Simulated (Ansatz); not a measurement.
**The perfect armchair BP nanoribbon (N = 4, H edges)**

Wanted: the relaxed geometry and the bands of the armchair BP nanoribbon (N = 4, H edges).

Method: DFT PBE, plane waves, PAW; relaxation of a wire's period, in the first sound run; inputs show where later runs differ, in Ansatz 0.2.0.

This is a report of a sequence of runs, with most program output left out.

**1. Set-up**

The cell holds 12 atoms: 4 B, 4 P and 4 H. Its edges and angles: a = 14.223 Å, b = 7.000 Å, c = 5.580 Å, α = 90.0°, β = 90.0°, γ = 90.0°. Vacuum lies along a and b. The structure's axis is c.

**2. The relaxed wire**

Band widths follow the bond lengths, so the wire is relaxed first. The atoms and the third cell vector are free; the box across stays fixed as vacuum. A Fermi-Dirac smearing is set since the result may be a metal. The pressure printed is a third of the stress's trace over the whole box, vacuum included; only the stress along the axis is relaxed.

File input.yaml:

```yaml
crystal:
  lattice:
    - [14.223, 0.0, 0.0]
    - [0.0, 7.0, 0.0]
    - [0.0, 0.0, 5.58]
  atoms:
    - { symbol: B, position: [0.330107225, 0.5, 0.0] }
    - { symbol: B, position: [0.556614607, 0.5, 0.0] }
    - { symbol: P, position: [0.330107225, 0.5, 0.333333333] }
    - { symbol: P, position: [0.556614607, 0.5, 0.333333333] }
    - { symbol: H, position: [0.739890742, 0.5, 0.396953405] }
    - { symbol: H, position: [0.246080292, 0.5, 0.456989247] }
    - { symbol: B, position: [0.443360916, 0.5, 0.5] }
    - { symbol: B, position: [0.669868299, 0.5, 0.5] }
    - { symbol: P, position: [0.443360916, 0.5, 0.833333333] }
    - { symbol: P, position: [0.669868299, 0.5, 0.833333333] }
    - { symbol: H, position: [0.260084781, 0.5, 0.896953405] }
    - { symbol: H, position: [0.753895231, 0.5, 0.956989247] }
kpoints:
  mp_grid: { grid: [1, 1, 15] }
scf:
  occupations: { method: fermi_dirac, width: 0.05 }
hamiltonian:
  xc: pbe
relax:
  cell: { fix: [a, b, alpha, beta, gamma] }
  max_steps: 45
  f_tol: 0.03
```

Started as:

```
ansatz run input.yaml --threads 4 --pin off --max-ram 16384MiB --backend cpu --events-out ev --progress --plain --runs-dir out
```

Wall time 14 s (4 threads of Arm Neoverse V1, shared host); peak memory 0.78 GiB; 49 s of CPU time.

Step by step:

| step | energy less that of the first step (eV) | largest force component (eV/Å) | pressure (GPa) | volume (Å³) |
| --- | --- | --- | --- | --- |
| 1 | 0.0000 | 1.3782 | 0.07 | 555.55 |
| 2 | -0.1530 | 0.5713 | 0.01 | 558.58 |
| 3 | -0.1754 | 0.0272 | 0.08 | 557.85 |
| 4* | -0.1759 | 0.0271 | 0.08 | 557.85 |

Relaxation steps marked * repeat the geometry before them on a plane-wave basis chosen anew for their cell, so energy and pressure can jump there.

Forces are held to the 4 operations that the run works with; a distortion that breaks them can't arise in this run.

```csv
cell as run,before,after,change
c (Å),5.580,5.603,+0.4 %
```

The atoms that moved most (Å, along periodic axes as changes of fractional coordinates times the final cell, across vacuum about the mean position):

| atom | dx | dy | dz | length |
| --- | --- | --- | --- | --- |
| P10 | -0.071 | 0.000 | -0.044 | 0.083 |
| P3 | 0.071 | 0.000 | -0.044 | 0.083 |
| H6 | 0.045 | 0.000 | -0.033 | 0.056 |
| H12 | -0.045 | 0.000 | -0.033 | 0.056 |
| H5 | 0.053 | 0.000 | 0.018 | 0.056 |
| H11 | -0.053 | 0.000 | 0.018 | 0.056 |
| B7 | 0.011 | 0.000 | 0.024 | 0.026 |
| B2 | -0.011 | 0.000 | 0.024 | 0.026 |

Final coordinates:

```cif
data_structure
_symmetry_space_group_name_H-M 'P 1'
_symmetry_Int_Tables_number 1
_cell_length_a 14.2230
_cell_length_b 7.0000
_cell_length_c 5.6031
_cell_angle_alpha 90.000
_cell_angle_beta 90.000
_cell_angle_gamma 90.000
_cell_volume 557.85
loop_
_atom_site_label
_atom_site_type_symbol
_atom_site_fract_x
_atom_site_fract_y
_atom_site_fract_z
_atom_site_occupancy
B1 B 0.33014 0.50000 0.00217 1
B2 B 0.55587 0.50000 0.00429 1
P3 P 0.33508 0.50000 0.32544 1
P4 P 0.55685 0.50000 0.33734 1
H5 H 0.74359 0.50000 0.40018 1
H6 H 0.24926 0.50000 0.45118 1
B7 B 0.44411 0.50000 0.50429 1
B8 B 0.66984 0.50000 0.50217 1
P9 P 0.44313 0.50000 0.83734 1
P10 P 0.66490 0.50000 0.82544 1
H11 H 0.25639 0.50000 0.90018 1
H12 H 0.75072 0.50000 0.95118 1
```

Numbers from this step:

```yaml
cell_length_along_the_wire: 5.603 Å
```

The cell's length comes to 5.603 Å with spin left out.

**3. Bands of the perfect wire**

This step: DFT PBE, plane waves, PAW; bands of a perfect wire (Ansatz 0.2.0).

At the relaxed period the bands are computed along the axis; those that cross an energy going forward count the channels that a perfect wire would open there.

File input.yaml:

```yaml
crystal:
  lattice:
    - [14.223, 0.0, 0.0]
    - [0.0, 7.0, 0.0]
    - [0.0, 0.0, 5.6031104579]
  atoms:
    - { symbol: B, position: [0.330137087, 0.5, 0.002166704] }
    - { symbol: B, position: [0.555865363, 0.5, 0.004291949] }
    - { symbol: P, position: [0.335076509, 0.5, 0.325442895] }
    - { symbol: P, position: [0.55684921, 0.5, 0.337344479] }
    - { symbol: H, position: [0.743589154, 0.5, 0.400181245] }
    - { symbol: H, position: [0.249259144, 0.5, 0.451182046] }
    - { symbol: B, position: [0.444110161, 0.5, 0.504291949] }
    - { symbol: B, position: [0.669838437, 0.5, 0.502166704] }
    - { symbol: P, position: [0.443126314, 0.5, 0.837344479] }
    - { symbol: P, position: [0.664899014, 0.5, 0.825442895] }
    - { symbol: H, position: [0.25638637, 0.5, 0.900181245] }
    - { symbol: H, position: [0.75071638, 0.5, 0.951182046] }
kpoints:
  mp_grid: { grid: [1, 1, 15] }
  band_path: { path: ["Γ", Z], npoints: 90 }
scf:
  occupations: { method: fermi_dirac, width: 0.05 }
hamiltonian:
  xc: pbe
output:
  dos: { e_range: [-5, 4] }
  write_potential: true
  write_density: true
  volumetric_format: npy
```

It took 28 s on 4 threads; peak memory 1.2 GiB.

Numbers from this step:

```yaml
band_gap: 1.713 eV
```

The electronic bands at the labelled points (eV, zero at the Fermi level):

```
  point  band 15  band 16  band 17  band 18  band 19  band 20  band 21  band 22
      Γ    -2.88    -2.66    -0.98    -0.87     0.84     1.04     3.07     3.12
halfway    -3.25    -2.48    -1.91    -1.21     1.22     1.98     2.87     3.11
      Z    -3.07    -3.07    -1.89    -1.89     1.85     1.85     2.89     2.89
```

The gap is 1.71 eV, with spin left out.

On this path the gap is direct, 1.71 eV, with the valence top at Γ and the conduction bottom at Γ.

**4. Strain along the wire, period over the relaxed period 0.96, k-mesh 1×1×12**

This step: DFT PBE, plane waves, PAW; relaxation at a fixed period (Ansatz 0.2.0).

The period is set to 0.96 times the relaxed one and the atoms relax within it: strain changes bond lengths and angles, which shifts the bands against each other. Against the first PBE run of this kind, the mesh along the wire has 12 points against 15.

The cell differs from the one that the last finished run ended in (c 5.603 → 5.379 Å).

Changes to input.yaml since step 3:

```diff
@@ -4,3 +4,3 @@
     - [0.0, 7.0, 0.0]
-    - [0.0, 0.0, 5.6031104579]
+    - [0.0, 0.0, 5.3789860396]
   atoms:
@@ -19,3 +19,3 @@
 kpoints:
-  mp_grid: { grid: [1, 1, 15] }
+  mp_grid: { grid: [1, 1, 12] }
   band_path: { path: ["Γ", Z], npoints: 90 }
@@ -25,6 +25,6 @@
   xc: pbe
+relax:
+  max_steps: 40
+  f_tol: 0.02
 output:
-  dos: { e_range: [-5, 4] }
-  write_potential: true
-  write_density: true
-  volumetric_format: npy
+  stress: true
```

The job ended after 31 s (4 threads; peak memory 1.2 GiB).

Step by step:

```
step  energy less that of the first step (eV)  largest force component (eV/Å)
   1                                   0.0000                          1.0987
   2                                  -0.1079                          0.5512
   3                                  -0.1449                          0.0505
   4                                  -0.1451                          0.0082
```

The run keeps the 4 symmetry operations that it works with, so distortions that break them were not tested.

The atoms that moved most (Å):

```
atom      dx     dy      dz  length
  H6  -0.001  0.000   0.111   0.111
 H12   0.001  0.000   0.111   0.111
 H11  -0.028  0.000  -0.094   0.098
  H5   0.028  0.000  -0.094   0.098
  B1  -0.052  0.000  -0.030   0.060
  B8   0.052  0.000  -0.030   0.060
 P10   0.040  0.000   0.020   0.045
  P3  -0.040  0.000   0.020   0.045
```

Final coordinates:

```cif
data_structure
_symmetry_space_group_name_H-M 'P 1'
_symmetry_Int_Tables_number 1
_cell_length_a 14.2230
_cell_length_b 7.0000
_cell_length_c 5.3790
_cell_angle_alpha 90.000
_cell_angle_beta 90.000
_cell_angle_gamma 90.000
_cell_volume 535.54
loop_
_atom_site_label
_atom_site_type_symbol
_atom_site_fract_x
_atom_site_fract_y
_atom_site_fract_z
_atom_site_occupancy
B1 B 0.32647 0.50000 0.99651 1
B2 B 0.55616 0.50000 0.00041 1
P3 P 0.33224 0.50000 0.32921 1
P4 P 0.55793 0.50000 0.33994 1
H5 H 0.74555 0.50000 0.38276 1
H6 H 0.24917 0.50000 0.47178 1
B7 B 0.44382 0.50000 0.50041 1
B8 B 0.67351 0.50000 0.49651 1
P9 P 0.44204 0.50000 0.83994 1
P10 P 0.66774 0.50000 0.82921 1
H11 H 0.25443 0.50000 0.88276 1
H12 H 0.75080 0.50000 0.97178 1
```

This step gave:

| Property | Result |
| --- | --- |
| band gap | 1.721 eV |

Electronic bands along the path, in eV, zero at the Fermi level:

| point | band 15 | band 16 | band 17 | band 18 | band 19 | band 20 | band 21 | band 22 |
| --- | --- | --- | --- | --- | --- | --- | --- | --- |
| Γ | -2.86 | -2.80 | -1.01 | -0.86 | 0.86 | 1.07 | 2.73 | 3.01 |
| halfway | -3.09 | -2.64 | -1.91 | -1.31 | 1.14 | 2.05 | 2.80 | 2.93 |
| Z | -3.16 | -3.16 | -2.02 | -2.02 | 1.71 | 1.71 | 3.03 | 3.03 |

The gap is 1.72 eV, against 1.71 eV under PBE at the relaxed period.

**5. Strain along the wire, period over the relaxed period 0.98, k-mesh 1×1×11**

The period is set to 0.98 times the relaxed one and the atoms relax within it: strain changes bond lengths and angles, which shifts the bands against each other. Against the first PBE run of this kind, the mesh along the wire has 11 points against 15.

The cell differs from the one that the last finished run ended in (c 5.379 → 5.491 Å).

Changes to input.yaml since step 4:

```diff
@@ -4,3 +4,3 @@
     - [0.0, 7.0, 0.0]
-    - [0.0, 0.0, 5.3789860396]
+    - [0.0, 0.0, 5.4910482488]
   atoms:
@@ -19,3 +19,3 @@
 kpoints:
-  mp_grid: { grid: [1, 1, 12] }
+  mp_grid: { grid: [1, 1, 11] }
   band_path: { path: ["Γ", Z], npoints: 90 }
```

It took 33 s on 4 threads; peak memory 1.2 GiB; 2.2 min of CPU time.

The steps of the relaxation:

| step | energy less that of the first step (eV) | largest force component (eV/Å) |
| --- | --- | --- |
| 1 | 0.0000 | 0.4727 |
| 2 | -0.0257 | 0.2427 |
| 3 | -0.0340 | 0.0200 |
| 4 | -0.0340 | 0.0204 |
| 5 | -0.0341 | 0.0023 |

The run keeps the 4 symmetry operations that it works with, so distortions that break them were not tested.

The atoms that moved most (Å):

| atom | dx | dy | dz | length |
| --- | --- | --- | --- | --- |
| H12 | -0.002 | 0.000 | 0.059 | 0.059 |
| H6 | 0.002 | 0.000 | 0.059 | 0.059 |
| H11 | -0.015 | 0.000 | -0.048 | 0.050 |
| H5 | 0.015 | 0.000 | -0.048 | 0.050 |
| B1 | -0.027 | 0.000 | -0.016 | 0.031 |
| B8 | 0.027 | 0.000 | -0.016 | 0.031 |
| P10 | 0.019 | 0.000 | 0.010 | 0.022 |
| P3 | -0.019 | 0.000 | 0.010 | 0.022 |

The relaxed structure:

```xyz
12
Lattice="14.2230 0.0000 0.0000 0.0000 7.0000 0.0000 0.0000 0.0000 5.4910" Properties=species:S:1:pos:R:3
B     4.6689    3.5000   -0.0037
B     7.9065    3.5000    0.0124
P     4.7467    3.5000    1.7969
P     7.9285    3.5000    1.8579
H    10.5912    3.5000    2.1499
H     3.5471    3.5000    2.5364
B     6.3161    3.5000    2.7579
B     9.5537    3.5000    2.7418
P     6.2941    3.5000    4.6034
P     9.4760    3.5000    4.5424
H     3.6314    3.5000    4.8954
H    10.6755    3.5000    5.2820
```

The electronic bands at the labelled points (eV, zero at the Fermi level):

```csv
point,band 15,band 16,band 17,band 18,band 19,band 20,band 21,band 22
Γ,-2.82,-2.74,-0.92,-0.91,0.87,1.07,2.93,3.09
halfway,-3.20,-2.54,-1.89,-1.25,1.20,2.03,2.85,3.09
Z,-3.10,-3.10,-1.94,-1.94,1.80,1.80,2.99,2.99
```

The gap is 1.77 eV, against 1.71 eV under PBE at the relaxed period.

**6. At a strained period, period over the relaxed period 1.02, k-mesh 1×1×11**

The period is set to 1.02 times the relaxed one and the atoms relax within it: strain changes bond lengths and angles, which shifts the bands against each other. Against the first PBE run of this kind, the mesh along the wire has 11 points against 15.

The cell differs from the one that the last finished run ended in (c 5.491 → 5.715 Å).

Changes to input.yaml since step 5:

```diff
@@ -4,3 +4,3 @@
     - [0.0, 7.0, 0.0]
-    - [0.0, 0.0, 5.4910482488]
+    - [0.0, 0.0, 5.7151726671]
   atoms:
```

Run time: 31 s. Hardware: 4 threads; peak memory 1.2 GiB; 2 min of CPU time.

The steps of the relaxation:

| step | energy less that of the first step (eV) | largest force component (eV/Å) |
| --- | --- | --- |
| 1 | 0.0000 | 0.3665 |
| 2 | -0.0222 | 0.1850 |
| 3 | -0.0282 | 0.0136 |
| 4 | -0.0282 | 0.0133 |

Forces are held to the 4 operations that the run works with; a distortion that breaks them can't arise in this run.

The atoms that moved most (Å):

```csv
atom,dx,dy,dz,length
H5,-0.007,0.000,0.054,0.054
H11,0.007,0.000,0.054,0.054
H12,-0.007,0.000,-0.052,0.052
H6,0.007,0.000,-0.052,0.052
B8,-0.023,0.000,0.015,0.027
B1,0.023,0.000,0.015,0.027
P3,0.022,0.000,-0.012,0.025
P10,-0.022,0.000,-0.012,0.025
```

The relaxed structure:

```xyz
12
Lattice="14.2230 0.0000 0.0000 0.0000 7.0000 0.0000 0.0000 0.0000 5.7152" Properties=species:S:1:pos:R:3
B     4.7186    3.5000    0.0270
B     7.9007    3.5000    0.0289
P     4.7883    3.5000    1.8481
P     7.9170    3.5000    1.9188
H    10.5693    3.5000    2.3409
H     3.5523    3.5000    2.5268
B     6.3219    3.5000    2.8865
B     9.5041    3.5000    2.8846
P     6.3057    3.5000    4.7764
P     9.4344    3.5000    4.7057
H     3.6533    3.5000    5.1985
H    10.6704    3.5000    5.3844
```

The electronic bands at the labelled points (eV, zero at the Fermi level):

```
  point  band 15  band 16  band 17  band 18  band 19  band 20  band 21  band 22
      Γ    -2.92    -2.60    -1.06    -0.83     0.81     1.00     3.14     3.19
halfway    -3.18    -2.42    -1.92    -1.19     1.24     1.92     2.88     3.01
      Z    -3.05    -3.05    -1.85    -1.85     1.88     1.88     2.77     2.77
```

The gap is 1.65 eV, against 1.71 eV under PBE at the relaxed period.

**7. Strain along the wire, period over the relaxed period 1.04, k-mesh 1×1×11**

The period is set to 1.04 times the relaxed one and the atoms relax within it: strain changes bond lengths and angles, which shifts the bands against each other. Against the first PBE run of this kind, the mesh along the wire has 11 points against 15.

The cell differs from the one that the last finished run ended in (c 5.715 → 5.827 Å).

Changes to input.yaml since step 6:

```diff
@@ -4,3 +4,3 @@
     - [0.0, 7.0, 0.0]
-    - [0.0, 0.0, 5.7151726671]
+    - [0.0, 0.0, 5.8272348762]
   atoms:
```

It took 32 s on 4 threads; peak memory 1.3 GiB; 2.1 min of CPU time.

Relaxation path:

| step | energy less that of the first step (eV) | largest force component (eV/Å) |
| --- | --- | --- |
| 1 | 0.0000 | 0.6161 |
| 2 | -0.0836 | 0.3177 |
| 3 | -0.1044 | 0.0370 |
| 4 | -0.1045 | 0.0057 |

Forces are held to the 4 operations that the run works with; a distortion that breaks them can't arise in this run.

The atoms that moved most (Å):

```csv
atom,dx,dy,dz,length
H12,-0.011,0.000,-0.107,0.108
H6,0.011,0.000,-0.107,0.108
H5,-0.019,0.000,0.106,0.107
H11,0.019,0.000,0.106,0.107
B8,-0.049,0.000,0.029,0.057
B1,0.049,0.000,0.029,0.057
P3,0.044,0.000,-0.022,0.049
P10,-0.044,0.000,-0.022,0.049
```

Final coordinates:

```xyz
12
Lattice="14.2230 0.0000 0.0000 0.0000 7.0000 0.0000 0.0000 0.0000 5.8272" Properties=species:S:1:pos:R:3
B     4.7441    3.5000    0.0417
B     7.8982    3.5000    0.0355
P     4.8097    3.5000    1.8740
P     7.9113    3.5000    1.9503
H    10.5575    3.5000    2.4376
H     3.5566    3.5000    2.5218
B     6.3244    3.5000    2.9491
B     9.4785    3.5000    2.9554
P     6.3113    3.5000    4.8639
P     9.4130    3.5000    4.7876
H     3.6652    3.5000    5.3512
H    10.6661    3.5000    5.4354
```

The gap is 1.58 eV, against 1.71 eV under PBE at the relaxed period.

**8. At a strained period, period over the relaxed period 1.06, k-mesh 1×1×11**

The period is set to 1.06 times the relaxed one and the atoms relax within it: strain changes bond lengths and angles, which shifts the bands against each other. Against the first PBE run of this kind, the mesh along the wire has 11 points against 15.

The cell differs from the one that the last finished run ended in (c 5.827 → 5.939 Å).

Changes to input.yaml since step 7:

```diff
@@ -4,3 +4,3 @@
     - [0.0, 7.0, 0.0]
-    - [0.0, 0.0, 5.8272348762]
+    - [0.0, 0.0, 5.9392970854]
   atoms:
```

It took 34 s on 4 threads; peak memory 1.3 GiB; 2.2 min of CPU time.

The electronic bands at the labelled points (eV, zero at the Fermi level):

| point | band 15 | band 16 | band 17 | band 18 | band 19 | band 20 | band 21 | band 22 |
| --- | --- | --- | --- | --- | --- | --- | --- | --- |
| Γ | -2.82 | -2.48 | -1.22 | -0.77 | 0.75 | 0.93 | 3.16 | 3.26 |
| halfway | -3.05 | -2.34 | -1.96 | -1.14 | 1.24 | 1.78 | 2.74 | 2.87 |
| Z | -3.01 | -3.01 | -1.78 | -1.78 | 1.93 | 1.93 | 2.51 | 2.51 |

The gap is 1.53 eV, against 1.71 eV under PBE at the relaxed period.

**9. Side by side**

Times are for 4 threads of Arm Neoverse V1, shared host. The series side by side:

```csv
no.,period over the relaxed period,k-mesh,pressure (GPa),band gap (eV),time,memory (GiB)
1,0.96,1×1×12,0.9387,1.721,31 s,1.2
2,0.98,1×1×11,0.4875,1.774,33 s,1.2
3,1.02,1×1×11,-0.3092,1.645,31 s,1.2
4,1.04,1×1×11,-0.6546,1.581,32 s,1.3
5,1.06,1×1×11,-0.9826,1.527,34 s,1.3
```

**10. Outcome**

```yaml
cell_length_pbe: 5.603 Å
gap_pbe: 1.71 eV
gap_period_scaled_by_0p96: 1.72 eV
gap_period_scaled_by_0p98: 1.77 eV
gap_period_scaled_by_1p02: 1.65 eV
gap_period_scaled_by_1p04: 1.58 eV
gap_period_scaled_by_1p06: 1.53 eV
```

In words: Under PBE the cell's length is 5.60 Å, and a gap of 1.71 eV makes it a semiconductor. Strain matters: under PBE the gap goes from 1.71 eV to 1.72 eV at 0.96 times the period, 1.77 eV at 0.98 times the period, 1.65 eV at 1.02 times the period, 1.58 eV at 1.04 times the period and 1.53 eV at 1.06 times the period.

[Logs are printed without paths, hosts, clocks, repeated set-up lines and the standing remarks that a program may print on its own settings, such as how far it seeks lower states.]

[Hosts, paths, dates, database ids (printed as entryN), source tags and the programs' standing remarks are cut or masked in the printed files.]
